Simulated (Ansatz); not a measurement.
# Structural relaxation of a frame of liquid 1,3,5-triphenylbenzene from 473 K (168 atoms)

Aim: bring a frame of liquid 1,3,5-triphenylbenzene from 473 K (168 atoms) to a nearby minimum of the energy and see what moves.

Method: Kohn-Sham DFT, r2SCAN+D4, PAW (set soft_2), plane waves, in Ansatz 0.2.0.

**1. Starting point**

The cell holds 168 atoms: 96 C and 72 H. Its edges and angles: a = 12.548 Å, b = 12.548 Å, c = 12.548 Å, α = 90.0°, β = 90.0°, γ = 90.0°. 4 1,3,5-triphenylbenzene placed at random, at 1.03 g/cm³; overlaps pushed apart, then 10 ps at 573 K with MMFF94 bonds, angles, torsions, charges and radii (Halgren, J. Comput. Chem. 17, 490 (1996)) in harmonic and 12-6 forms. Snapshot after 20 ps at 473 K and fixed volume.

Limits known from the start: The network of contacts between molecules at the start is that of the classical potential that made the cell. The density was typed from a rule of thumb and may lie off the real one at this temperature. Sampling is at Γ alone, for a cell whose shortest periodic width is 13 Å.

**2. Single point at the start**

A single point comes first, to see the forces before anything moves.

Input file input.yaml:

```yaml
crystal:
  lattice:
    - [12.54847, 0.0, 0.0]
    - [0.0, 12.54847, 0.0]
    - [0.0, 0.0, 12.54847]
  atoms:
    - { symbol: C, position: [0.70901, 0.91356, 0.44622] }
    - { symbol: C, position: [0.74259, 0.83298, 0.37698] }
    - { symbol: C, position: [0.72514, 0.72703, 0.41295] }
    - { symbol: C, position: [0.698, 0.70695, 0.52072] }
    - { symbol: C, position: [0.67396, 0.79076, 0.58797] }
    - { symbol: C, position: [0.66425, 0.89896, 0.54869] }
    - { symbol: C, position: [0.65022, 0.99909, 0.61078] }
    - { symbol: C, position: [0.7414, 0.06587, 0.6298] }
    - { symbol: C, position: [0.72867, 0.1676, 0.67791] }
    - { symbol: C, position: [0.82407, 0.23525, 0.67513] }
    - { symbol: C, position: [0.87391, 0.25117, 0.57778] }
    - { symbol: C, position: [0.97008, 0.30703, 0.57371] }
    - { symbol: C, position: [0.01763, 0.34926, 0.66227] }
    - { symbol: C, position: [0.96833, 0.33018, 0.75875] }
    - { symbol: C, position: [0.87222, 0.2743, 0.77015] }
    - { symbol: C, position: [0.62838, 0.1885, 0.72654] }
    - { symbol: C, position: [0.53771, 0.12982, 0.70493] }
    - { symbol: C, position: [0.43374, 0.14344, 0.75312] }
    - { symbol: C, position: [0.38692, 0.06284, 0.81804] }
    - { symbol: C, position: [0.28173, 0.07015, 0.85663] }
    - { symbol: C, position: [0.22007, 0.16216, 0.83248] }
    - { symbol: C, position: [0.27057, 0.24805, 0.7794] }
    - { symbol: C, position: [0.37613, 0.23887, 0.74694] }
    - { symbol: C, position: [0.5508, 0.03144, 0.64848] }
    - { symbol: H, position: [0.71016, 0.99855, 0.4191] }
    - { symbol: H, position: [0.77284, 0.83894, 0.29854] }
    - { symbol: H, position: [0.74745, 0.65989, 0.36907] }
    - { symbol: H, position: [0.70245, 0.62409, 0.54566] }
    - { symbol: H, position: [0.64937, 0.78592, 0.66412] }
    - { symbol: H, position: [0.81554, 0.05448, 0.58566] }
    - { symbol: H, position: [0.83904, 0.22401, 0.50158] }
    - { symbol: H, position: [0.01661, 0.31715, 0.49985] }
    [... 130 atom lines left out ...]
    - { symbol: H, position: [0.33947, 0.81946, 0.90656] }
    - { symbol: H, position: [0.52161, 0.79589, 0.97032] }
    - { symbol: H, position: [0.61511, 0.65937, 0.90202] }
    - { symbol: H, position: [0.54043, 0.54401, 0.73569] }
    - { symbol: H, position: [0.35189, 0.58321, 0.68166] }
    - { symbol: H, position: [0.15074, 0.62275, 0.84766] }
kpoints:
  mp_grid: { grid: [1, 1, 1] }
hamiltonian:
  xc: r2scan
  dispersion: d4
scf:
  occupations: { method: fixed }
output:
  forces: true
  stress: true
  populations: intrinsic
  dos:
    method: { smearing: { sigma: 0.1 } }
    de: 0.1
    projected: { site_lists: { C: [C], H: [H] } }
  eigenvalues: true
```

Command:

```bash
ansatz run input.yaml --threads 4 --pin off --max-ram 8192MiB --backend cpu --events-out ev --progress --plain --runs-dir out
```

Numbers of over 12 decimals in the logs are rounded to 6 here.

Log:

```text
Engine: ansatz 0.2.0, x86_64-unknown-linux-gnu
Pseudopotentials: kind: paw
Pseudopotential: C, paw, valence charge 4, recommended cutoff 500 eV (meta_gga), C.paw.azcp
Pseudopotential: H, paw, valence charge 1, recommended cutoff 500 eV (meta_gga), H.paw.azcp
[... 6 lines on functional and potentials left out ...]
Crystal: 168 atoms, lattice volume = 1975.934 Å³
Basis set: ecut = 500 eV, 50181 PW (Γ), exchange–correlation on 384×384×384 points (64 copies of the dense FFT grid, shifted against one another)
Bands: 396, of which v1, the nominal top of the filled ones, is band 228 counted from 1 (227 counted from 0)
Symmetry: 1 space group operations
Space group: P1 (ITA 1), of the structure as read, at distance tolerance 1.3e-4 Å
k-points: 1
[... 6 lines on functional and potentials left out ...]
Initial density: superposition of atomic densities (neutral atoms: chi_scale 0, normalization atom), corrected by the library's trained network
Initial wavefunctions: pseudopotential atomic-orbital guess
Functional: x = r2scan, c = r2scan; τ floored in thin density (d = 2e-4 eV/Å³)
SCF iter   1: F=—  HF=-25302.210365 eV  |F-HF|=—  |Δ(HF+E_count)|=         —  Δρ=5.95e-3  dr2=4.31e-1  dr2_τ=1.98e1  ethr=1.77e-3  ⟨swp⟩=5.0  Hψ=1387  notcnv=0  defer=164
preconditioner: auto → Resta (q_TF=auto, 2.137 Å⁻¹)  ε∞=2.3  [insulator: Δε(μ)=3.525 eV  Ē_g=15.476 eV  n_scr=340 (ndim 8)  ℏωp=17.8 eV  f_vac=0.254  ε∞_Penn≈2.3]
SCF iter   2: F=—  HF=-25301.501910 eV  |F-HF|=—  |Δ(HF+E_count)|=   7.08e-1  Δρ=3.68e-3  dr2=1.34e-1  dr2_τ=8.19e-3  ethr=9.46e-5  ⟨swp⟩=2.0  Hψ=690  notcnv=0  defer=162
SCF iter   3: F=—  HF=-25301.516463 eV  |F-HF|=—  |Δ(HF+E_count)|=   1.46e-2  Δρ=1.07e-3  dr2=3.27e-2  dr2_τ=5.27e-3  ethr=2.94e-5  ⟨swp⟩=3.0  Hψ=422  notcnv=0  defer=166
SCF iter   4: F=—  HF=-25301.514718 eV  |F-HF|=—  |Δ(HF+E_count)|=   1.75e-3  Δρ=3.05e-4  dr2=2.12e-3  dr2_τ=1.45e-4  ethr=7.18e-6  ⟨swp⟩=2.0  Hψ=464  notcnv=0  defer=166
SCF iter   5: F=—  HF=-25301.516585 eV  |F-HF|=—  |Δ(HF+E_count)|=   1.87e-3  Δρ=1.06e-4  dr2=5.25e-4  dr2_τ=3.32e-5  ethr=4.65e-7  ⟨swp⟩=2.0  Hψ=441  notcnv=0  defer=166
SCF iter   6: F=—  HF=-25301.517332 eV  |F-HF|=—  |Δ(HF+E_count)|=   7.47e-4  Δρ=5.77e-5  dr2=1.16e-4  dr2_τ=1.01e-5  ethr=1.15e-7  ⟨swp⟩=2.0  Hψ=448  notcnv=0  defer=162
SCF iter   7: F=—  HF=-25301.517409 eV  |F-HF|=—  |Δ(HF+E_count)|=   7.69e-5  Δρ=1.88e-5  dr2=1.05e-5  dr2_τ=7.38e-7  ethr=2.55e-8  ⟨swp⟩=2.0  Hψ=461  notcnv=0  defer=161
SCF iter   8: F=—  HF=-25301.517630 eV  |F-HF|=—  |Δ(HF+E_count)|=   2.21e-4  Δρ=7.95e-6  dr2=1.84e-6  dr2_τ=1.72e-7  ethr=2.30e-9  ⟨swp⟩=2.0  Hψ=622  notcnv=0  defer=161
SCF iter   9: F=—  HF=-25301.517632 eV  |F-HF|=—  |Δ(HF+E_count)|=   2.53e-6  Δρ=2.34e-6  dr2=1.91e-7  dr2_τ=1.66e-8  ethr=4.04e-10  ⟨swp⟩=2.0  Hψ=445  notcnv=0  defer=161
SCF iter  10: F=-25301.517633 eV  HF=-25301.517633 eV  |F-HF|=1.06e-7  |Δ(HF+E_count)|=   6.30e-7  Δρ=8.42e-7  dr2=2.92e-8  dr2_τ=2.00e-9  ethr=2.19e-11  ⟨swp⟩=22.0  Hψ=3151  notcnv=0
SCF 1 converged in 10 iterations: F = -25301.517633 eV  dr2 = 2.92e-8
  greatest PAW one-centre occupation: 0.705 electrons in one spin orbital (limit 2), on the C atom at site 139 (counted from 0), in its partial waves of l = 0
SCF converged after 10 iterations
Free energy (F): -25301.517633 eV
Harris-Foulkes:  -25301.517633 eV  (|F-HF|=1.06e-7)
Internal energy: -25301.517633 eV  (E = F + TS)
E sigma→0 (E₀):  -25301.517633 eV
Fermi energy:    -0.388786 eV
--- Per-component energies (eV) ---
  E_band       = -3494.855047
  E_kinetic    = 9668.118769
  E_local      = -31724.727050  (includes V_loc(G=0)·N_el)
  E_nonlocal   = 2722.389523
  E_hartree    = 11652.642322
  E_xc         = -5161.731521
  E_vxc        = -7178.542997  (∫ρ·V_xc dr)
  E_paw        = -9725.703747  (= ΣΔE_a)
  E_vpaw       = -701.948120  (= ΣTr[D̂ρ^β])
  E_aug_tail   = -0.035221  (compensation charges beyond the density's cutoff)
  E_vtau       = 414.606051  (kinetic-family band-sum trace: ∫τ·v_τ [+ j·A + Jᵃ·Aᵃ] dr)
  E_ewald      = -2725.173993
  E_disp       = -4.918435  (pairwise vdW)
  E_core_change = -2.378279  (= ΣΔE_core)
  E_smearing   = -0.000000  (= −TS)
  E_closure    = -0.000000  (closes the sum)
  Σ components = -25301.517633   (vs F -25301.517633, Δ=0.00e0)
--- Forces (eV/Å), atoms counted from 1 ---
  atom   1  C     -0.46115595     1.77553504    -0.88424344
  atom   2  C     -1.53262978    -2.03550807     1.93289026
  atom   3  C      0.57122527     1.67737992     1.85711870
  atom   4  C      0.27038024     0.36166967    -1.14308527
  atom   5  C     -0.67641770     2.45452174    -2.71457911
  atom   6  C      2.55900508    -1.61277901    -1.07762871
  atom   7  C      0.25178971     0.10068142     0.76800704
  atom   8  C     -1.55220332     0.98608322    -1.20074215
  atom   9  C     -0.84986666    -1.84828022     0.12915807
  atom  10  C     -0.23054472     0.23659903     1.44911401
  atom  11  C      0.51732395     0.49028482    -0.92249397
  atom  12  C      0.30205546     0.11861303    -1.44516532
  atom  13  C     -2.00504186    -1.37298794     0.51293218
  atom  14  C      0.18927513    -0.26838464     1.99178410
[...]
atom 167  H     -0.24457224    -0.26237727    -0.59624253
  atom 168  H     -0.03378882     0.15812575     0.47433481
  max |Σ_I F_I| component: 1.89e-4 eV/Å
--- Stress (GPa, compression-positive) ---
       -1.204991       0.791302      -0.207206
        0.791302       0.307787       0.302437
       -0.207206       0.302437       0.524374
  P = ⅓ Tr σ = -0.1243 GPa (-1.243 kbar)
--- Band table (eV) ---
  k-point 0: bands = ["-18.1657", "-18.1239", "-18.0632", "-17.9172", [... 380 levels ...], "11.0500", "11.0763", "11.1174", "11.1743", "11.2163", "11.2423", "11.2801", "11.3076", "11.3386", "11.3518", "11.3829", "11.4131"]
--- intrinsic populations: 168 sites ---
  site symbol       q [e]
     0      C      4.1680
     1      C      4.2001
     2      C      4.1940
[...]
167      H      0.8160
  spilling = 0.000000 (of n_electrons = 456.000000)
```

Elapsed: 25 s, on 4 threads of AMD EPYC 9R45, shared host; peak memory 5.3 GiB.

Numbers from this run:

```yaml
free_energy: -25301.5176 eV
free_energy_per_atom: -150.6043 eV/atom
scf_cycles: 10
pressure: -0.1243 GPa
r_m_s_force_component: 1.178 eV/Å
longest_force: 5.487 eV/Å
fermi_energy: -0.3888 eV
spacing_of_highest_filled_and_lowest_empty_level: 3.521 eV
```

The r.m.s. force component of 1.2 eV/Å and the pressure of -0.12 GPa set the starting point.

Length of the force by element:

```tsv
element	coordination	atoms	mean length of the force (eV/Å)	spread	least	most
C	all	96	2.15	0.950	0.623	4.54
H	all	72	1.24	0.921	0.109	5.49
```

**3. Relaxation**

The atoms are relaxed in the fixed cell, aiming at the force tolerance of the input.

input.yaml, the sections that differ from step 2:

```yaml
output:
  forces: true
relax:
  f_tol: 0.03
  max_steps: 200
# crystal, kpoints, hamiltonian, scf: as in step 2
```

Log:

```text
[...]
Crystal: 168 atoms, lattice volume = 1975.934 Å³
Basis set: ecut = 500 eV, 50181 PW (Γ), exchange–correlation on 384×384×384 points (64 copies of the dense FFT grid, shifted against one another)
Bands: 396, of which v1, the nominal top of the filled ones, is band 228 counted from 1 (227 counted from 0)
Symmetry: 1 space group operations
[...]
k-points: 1
[...]
SCF iter   1: F=—  HF=-25302.225417 eV  |F-HF|=—  |Δ(HF+E_count)|=         —  Δρ=5.97e-3  dr2=4.32e-1  dr2_τ=1.98e1  ethr=1.77e-3  ⟨swp⟩=5.0  Hψ=1357  notcnv=0  defer=162
[...]
SCF iter   3: F=—  HF=-25301.515942 eV  |F-HF|=—  |Δ(HF+E_count)|=   1.41e-2  Δρ=1.05e-3  dr2=3.15e-2  dr2_τ=4.84e-3  ethr=2.93e-5  ⟨swp⟩=3.0  Hψ=422  notcnv=0  defer=66
automatic band count: iteration 3 solves 296 bands in place of 396: the levels show a gap, and the empty bands left out lie too high to hold charge; the band table lists the bands solved (type scf.n_extra_bands for more)
SCF iter   4: F=—  HF=-25301.514814 eV  |F-HF|=—  |Δ(HF+E_count)|=   1.13e-3  Δρ=2.98e-4  dr2=2.08e-3  dr2_τ=1.62e-4  ethr=6.91e-6  ⟨swp⟩=3.0  Hψ=466  notcnv=0  defer=66
[...]
SCF iter   7: F=-25301.517628 eV  HF=-25301.517601 eV  |F-HF|=2.67e-5  |Δ(HF+E_count)|=   8.81e-5  Δρ=1.85e-5  dr2=1.04e-5  dr2_τ=7.60e-7  ethr=4.93e-9  ⟨swp⟩=3.0  Hψ=995  notcnv=0
SCF 1 converged in 7 iterations: F = -25301.517628 eV  dr2 = 1.04e-5
[...]
relax step   1: F+E_penalty+E_count = -25301.51762810 eV  Δ(F+E_penalty+E_count) = +0.000e0 eV  max|allowed force component| = 3.933e0 eV/Å  Δτ_max = 0.0000 Å  (7 SCF iters, dr2 threshold 2.25e-5 eV, accepted)
[... from here on, the SCF cycles and remarks between the steps are left out ...]
relax step   2: F+E_penalty+E_count = -25309.12876673 eV  Δ(F+E_penalty+E_count) = -7.611e0 eV  max|allowed force component| = 2.016e0 eV/Å  Δτ_max = 0.1948 Å  (7 SCF iters, dr2 threshold 1.00e-4 eV, accepted)
relax step   3: F+E_penalty+E_count = -25310.90637793 eV  Δ(F+E_penalty+E_count) = -1.778e0 eV  max|allowed force component| = 1.051e0 eV/Å  Δτ_max = 0.1907 Å  (7 SCF iters, dr2 threshold 1.00e-4 eV, accepted)
relax step   4: F+E_penalty+E_count = -25311.25882328 eV  Δ(F+E_penalty+E_count) = -3.524e-1 eV  max|allowed force component| = 2.173e-1 eV/Å  Δτ_max = 0.1946 Å  (7 SCF iters, dr2 threshold 1.00e-4 eV, accepted)
relax step   5: F+E_penalty+E_count = -25311.39107550 eV  Δ(F+E_penalty+E_count) = -1.323e-1 eV  max|allowed force component| = 1.446e-1 eV/Å  Δτ_max = 0.2000 Å  (8 SCF iters, dr2 threshold 2.95e-6 eV, accepted)
relax step   6: F+E_penalty+E_count = -25311.47048185 eV  Δ(F+E_penalty+E_count) = -7.941e-2 eV  max|allowed force component| = 1.253e-1 eV/Å  Δτ_max = 0.1955 Å  (8 SCF iters, dr2 threshold 1.31e-6 eV, accepted)
relax step   7: F+E_penalty+E_count = -25311.52053649 eV  Δ(F+E_penalty+E_count) = -5.005e-2 eV  max|allowed force component| = 2.032e-1 eV/Å  Δτ_max = 0.1952 Å  (7 SCF iters, dr2 threshold 6.95e-6 eV, accepted)
relax step   8: F+E_penalty+E_count = -25311.56756369 eV  Δ(F+E_penalty+E_count) = -4.703e-2 eV  max|allowed force component| = 2.364e-1 eV/Å  Δτ_max = 0.1950 Å  (7 SCF iters, dr2 threshold 3.10e-5 eV, accepted)
relax step   9: F+E_penalty+E_count = -25311.61253057 eV  Δ(F+E_penalty+E_count) = -4.497e-2 eV  max|allowed force component| = 1.708e-1 eV/Å  Δτ_max = 0.1935 Å  (7 SCF iters, dr2 threshold 5.59e-5 eV, accepted)
relax step  10: F+E_penalty+E_count = -25311.65504082 eV  Δ(F+E_penalty+E_count) = -4.251e-2 eV  max|allowed force component| = 1.096e-1 eV/Å  Δτ_max = 0.1952 Å  (7 SCF iters, dr2 threshold 1.52e-5 eV, accepted)
relax step  11: F+E_penalty+E_count = -25311.68486219 eV  Δ(F+E_penalty+E_count) = -2.982e-2 eV  max|allowed force component| = 1.308e-1 eV/Å  Δτ_max = 0.1950 Å  (8 SCF iters, dr2 threshold 4.94e-6 eV, accepted)
relax step  12: F+E_penalty+E_count = -25311.70954282 eV  Δ(F+E_penalty+E_count) = -2.468e-2 eV  max|allowed force component| = 1.765e-1 eV/Å  Δτ_max = 0.1937 Å  (7 SCF iters, dr2 threshold 7.04e-6 eV, accepted)
relax step  13: F+E_penalty+E_count = -25311.72730014 eV  Δ(F+E_penalty+E_count) = -1.776e-2 eV  max|allowed force component| = 1.797e-1 eV/Å  Δτ_max = 0.1895 Å  (7 SCF iters, dr2 threshold 3.12e-5 eV, accepted)
relax step  14: F+E_penalty+E_count = -25311.74692110 eV  Δ(F+E_penalty+E_count) = -1.962e-2 eV  max|allowed force component| = 1.933e-1 eV/Å  Δτ_max = 0.1509 Å  (7 SCF iters, dr2 threshold 3.23e-5 eV, accepted)
relax step  15: F+E_penalty+E_count = -25311.77451555 eV  Δ(F+E_penalty+E_count) = -2.759e-2 eV  max|allowed force component| = 1.653e-1 eV/Å  Δτ_max = 0.1950 Å  (7 SCF iters, dr2 threshold 3.74e-5 eV, accepted)
relax step  16: F+E_penalty+E_count = -25311.79716812 eV  Δ(F+E_penalty+E_count) = -2.265e-2 eV  max|allowed force component| = 1.304e-1 eV/Å  Δτ_max = 0.1928 Å  (7 SCF iters, dr2 threshold 2.00e-5 eV, accepted)
relax step  17: F+E_penalty+E_count = -25311.81634111 eV  Δ(F+E_penalty+E_count) = -1.917e-2 eV  max|allowed force component| = 1.263e-1 eV/Å  Δτ_max = 0.1916 Å  (7 SCF iters, dr2 threshold 1.06e-5 eV, accepted)
relax step  18: F+E_penalty+E_count = -25311.82925187 eV  Δ(F+E_penalty+E_count) = -1.291e-2 eV  max|allowed force component| = 1.065e-1 eV/Å  Δτ_max = 0.1911 Å  (7 SCF iters, dr2 threshold 9.93e-6 eV, accepted)
relax step  19: F+E_penalty+E_count = -25311.83738215 eV  Δ(F+E_penalty+E_count) = -8.130e-3 eV  max|allowed force component| = 6.985e-2 eV/Å  Δτ_max = 0.1592 Å  (7 SCF iters, dr2 threshold 8.05e-6 eV, accepted)
relax step  20: F+E_penalty+E_count = -25311.84270813 eV  Δ(F+E_penalty+E_count) = -5.326e-3 eV  max|allowed force component| = 6.019e-2 eV/Å  Δτ_max = 0.0896 Å  (7 SCF iters, dr2 threshold 2.10e-6 eV, accepted)
relax step  21: F+E_penalty+E_count = -25311.84655999 eV  Δ(F+E_penalty+E_count) = -3.852e-3 eV  max|allowed force component| = 3.196e-2 eV/Å  Δτ_max = 0.0829 Å  (7 SCF iters, dr2 threshold 1.56e-6 eV, accepted)
relax step  22: F+E_penalty+E_count = -25311.84807861 eV  Δ(F+E_penalty+E_count) = -1.519e-3 eV  max|allowed force component| = 2.464e-2 eV/Å  Δτ_max = 0.0433 Å  (8 SCF iters, accepted)
relax step  23: F+E_penalty+E_count = -25311.84933941 eV  Δ(F+E_penalty+E_count) = -1.261e-3 eV  max|allowed force component| = 2.285e-2 eV/Å  Δτ_max = 0.0500 Å  (8 SCF iters, accepted)
relax step  24: F+E_penalty+E_count = -25311.85022227 eV  Δ(F+E_penalty+E_count) = -8.829e-4 eV  max|allowed force component| = 1.826e-2 eV/Å  Δτ_max = 0.0356 Å  (8 SCF iters, accepted)
[...]
SCF iter   2: F=-25311.850222 eV  HF=-25311.850222 eV  |F-HF|=2.41e-8  |Δ(HF+E_count)|=   2.35e-8  Δρ=4.09e-7  dr2=8.47e-9  dr2_τ=2.96e-10  ethr=6.03e-12  ⟨swp⟩=3.0  Hψ=811  notcnv=0
SCF 25 converged in 2 iterations: F = -25311.850222 eV  dr2 = 8.47e-9
SCF converged after 2 iterations
Free energy (F): -25311.850222 eV
[...]
Internal energy: -25311.850222 eV  (E = F + TS)
E sigma→0 (E₀):  -25311.850222 eV
Fermi energy:    -0.456198 eV
[...]
--- Forces (eV/Å), atoms counted from 1 ---
  atom   1  C      0.00222723    -0.00010054    -0.00289332
  atom   2  C     -0.00304803    -0.00055869     0.00225132
  atom   3  C      0.00047792     0.00676428    -0.00064558
  atom   4  C      0.00191523     0.00231251     0.00047960
  atom   5  C      0.00129909    -0.00002091    -0.00164659
  atom   6  C     -0.00194346    -0.00757844     0.00249914
  atom   7  C     -0.00466760     0.00224753    -0.00056160
  atom   8  C      0.00619070     0.00492330     0.00154834
  atom   9  C     -0.00531243    -0.00291038     0.00442076
  atom  10  C      0.00716079     0.00264071    -0.00464381
  atom  11  C      0.00591667     0.00145622    -0.00062956
  atom  12  C     -0.00479893     0.00139722    -0.00164166
  atom  13  C     -0.00457407    -0.00042186     0.00457134
  atom  14  C      0.00285307     0.00419209    -0.00310950
[...]
atom 167  H      0.00524936     0.00976513     0.00821271
  atom 168  H     -0.00042050    -0.00024654     0.00114140
  max |Σ_I F_I| component: 1.37e-4 eV/Å
--- Relaxed structure (24 steps of the walk, 24 accepted, 0 SCFs on fresh bases) ---
  F+E_penalty+E_count = -25311.85022227 eV   max|allowed force component| = 1.826e-2 eV/Å
  atoms:
    - { symbol: C, position: [0.749923, 0.900315, 0.478321] }
    - { symbol: C, position: [0.753400, 0.804386, 0.423320] }
    - { symbol: C, position: [0.694314, 0.717614, 0.458860] }
    - { symbol: C, position: [0.631502, 0.727688, 0.549561] }
[...]
- { symbol: H, position: [0.142005, 0.624183, 0.838627] }
```

It took 5.8 min on 4 threads; peak memory 4.9 GiB.

Relaxation path (22 of 24):

```tsv
step	energy less that of the first step (eV)	largest force component (eV/Å)
1	0.0000	3.9332
2	-7.6111	2.0162
3	-9.3887	1.0511
4	-9.7412	0.2173
5	-9.8734	0.1446
6	-9.9529	0.1253
8	-10.0499	0.2364
9	-10.0949	0.1708
10	-10.1374	0.1096
11	-10.1672	0.1308
12	-10.1919	0.1765
13	-10.2097	0.1797
14	-10.2293	0.1933
15	-10.2569	0.1653
16	-10.2795	0.1304
17	-10.2987	0.1263
19	-10.3198	0.0699
20	-10.3251	0.0602
21	-10.3289	0.0320
22	-10.3305	0.0246
23	-10.3317	0.0229
24	-10.3326	0.0183
```

The atoms that moved most (Å):

```tsv
atom	dx	dy	dz	length
H80	-1.948	1.057	0.145	2.221
H76	-1.382	0.172	-1.432	1.998
H79	-1.650	0.931	-0.385	1.934
C62	-1.590	1.080	0.106	1.925
H81	-1.344	1.132	0.491	1.825
H113	-0.163	-1.347	-1.203	1.813
H75	-1.180	-0.486	-1.284	1.810
H74	-0.694	-1.413	-0.862	1.795
```

The relaxation changed the energy by -61.5 meV/atom, and atoms moved by 0.99 Å r.m.s., 2.2 Å at most.

(Part 1 of 2 ends here.)

[Logs are printed without paths, hosts, clocks, repeated set-up lines and the standing remarks that a program may print on its own settings, such as how far it seeks lower states.]

[Hosts, paths, dates, database ids (printed as entryN), source tags and the programs' standing remarks are cut or masked in the printed files.]

[The MMFF94 radii named for the starting cell were scaled by 0.96; in molecules described by MMFF94, hydrogen bound to N, O or S took a small fixed 12-6 site in their place.]
